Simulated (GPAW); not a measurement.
# ZnS (F-43m): refractive index against wavelength

The refractive index of ZnS (F-43m) below the direct gap (2.11 eV on the mesh) is read from one computed spectrum, n = √(Re ε).

Symmetry: F-43m, No. 216, cubic system. The conventional cell has a = 5.404 Å, b = 5.404 Å, c = 5.404 Å, α = 90.00°, β = 90.00°, γ = 90.00°. Around Zn on site c lie 4 S at 2.34 Å. Around S on site a lie 4 Zn at 2.34 Å.

Method: GPAW 26.7.0, PBE, RPA, k-mesh 15×15×15, local fields up to 60 eV, Lorentzian half width 0.2 eV.

Launch of the response step: `OMP_NUM_THREADS=1 python df.py`. The run took 2.0 min, its band step included, on 1 thread of Arm Neoverse V2, on a shared host.

| wavelength (nm) | photon energy E (eV) | n |
| --- | --- | --- |
| 3000 | 0.413 | 2.3713 |
| 2000 | 0.620 | 2.3788 |
| 1550 | 0.800 | 2.3880 |
| 1310 | 0.946 | 2.3975 |
| 1064 | 1.165 | 2.4155 |
| 850 | 1.459 | ? |

In the single-oscillator model n² − 1 = E₀E_d/(E₀² − E²), so 1/(n² − 1) = E₀/E_d − E²/(E₀E_d) is linear in E².

Working, on the rows shown:

| x = E² (eV²) | y = 1/(n² − 1) |
| --- | --- |
| 0.170801 | 0.216307 |
| 0.384302 | 0.214653 |
| 0.639837 | 0.212651 |
| 0.895757 | 0.210615 |
| 1.35784 | 0.206841 |

Means: x̄ = 0.68971, ȳ = 0.21221. Σ(x − x̄)(y − ȳ) = -0.00681, Σ(x − x̄)² = 0.8539. Slope = -0.00681 / 0.8539 = -0.007975; intercept = ȳ − slope · x̄ = 0.21771. Turned back into n, the line misses the rows shown by at most 0.00021.

Fill in the last column of the withheld row.

At x = 2.1276 the line gives y = 0.20075, that is 2.4457. The run gave 2.4483, so the extrapolation is off by 0.0026, 3 % of the range in the table.

Refitted with all rows, the slope is -0.008213 and the intercept 0.21785. These give E₀ = √(intercept/−slope) = 5.15 eV and E_d = E₀/intercept = 23.6 eV; E₀ is 2.4 times the direct gap. The electronic limit at long wavelengths, without lattice vibrations, is n = √(1 + 1/intercept) = 2.364. The cell comes from an older database entry, whose edges can be off by a per cent or so. Excitons are left out; PBE gaps are as a rule too small. The values come from a sum over the points of one k-mesh and carry its error, which grows as the direct gap shrinks.
